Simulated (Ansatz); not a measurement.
Two G0W0 runs on LiNbO3 (R3c).

Symmetry: R3c, No. 161, trigonal system. The conventional cell has a = 5.152 Å, b = 5.152 Å, c = 13.869 Å, α = 90.00°, β = 90.00°, γ = 120.00°. Nearest to Li lie 6 O at 2.07 to 2.24 Å. Nearest to Nb lie 6 O at 1.88 to 2.13 Å. O has 2 Nb at 1.88 to 2.13 Å and 2 Li at 2.07 to 2.24 Å nearest. Farther neighbours and most contacts between anions are not listed.

```xyz
10
Lattice="2.5758 1.4871 4.6230 -2.5758 1.4871 4.6230 0.0000 -2.9743 4.6230" Properties=species:S:1:pos:R:3 pbc="T T T"
Li    0.0000    0.0000    3.9041
Li    0.0000    0.0000   10.8386
Nb    0.0000    0.0000    0.0008
Nb    0.0000    0.0000    6.9353
O    -0.6338   -1.4403    5.5026
O     1.5642    0.1713    5.5026
O    -0.9305    1.2690    5.5026
O    -1.6453   -0.2181    7.8141
O     0.6338    1.5340    7.8141
O     1.0116   -1.3159    7.8141
```

The cell and positions come from the Crystallography Open Database and are kept as given unless a step says otherwise.

The first (Ansatz 0.2.0; start PBE, 4×4×4 mesh, 443 empty bands, screening to 150 eV, PAW set soft_1 files; 1 × NVIDIA H100 80GB HBM3 (shared by 6 runs) with 3 threads of AMD EPYC 7R13 (Zen 3), shared host) gave, on its mesh: starting gap 3.62 eV, G0W0 gap 5.15 eV, RPA ε∞ (mean) 5.08, 38 s.

The second gave: starting gap 3.62 eV, G0W0 gap 5.18 eV, RPA ε∞ (mean) 5.18, 43 s.

What was changed in the input? Choose among start, files, mesh, bands and cutoff, frequency model or another key.

Changed: screening cutoff (eV) from 150 to 50. The starting gap stayed, which rules out the functional and points to the GW step. Other changes could give like numbers; this is the one that was made.

Limits: not at the basis limit; no spin-orbit coupling.

[Paths, hosts, dates, memory and timing lines, banners, echoed tables and standing remarks are left out of the program output.]

[Logs are printed without paths, hosts, clocks, repeated set-up lines and the standing remarks that a program may print on its own settings, such as how far it seeks lower states.]

[Runs of the session that timed out or met a known fault of the program may be left out.]

[Cells called generated may have been cut or substituted from an entry of the Crystallography Open Database or the Materials Project.]

[Hosts, paths, dates, database ids (printed as entryN), source tags and the programs' standing remarks are cut or masked in the printed files.]
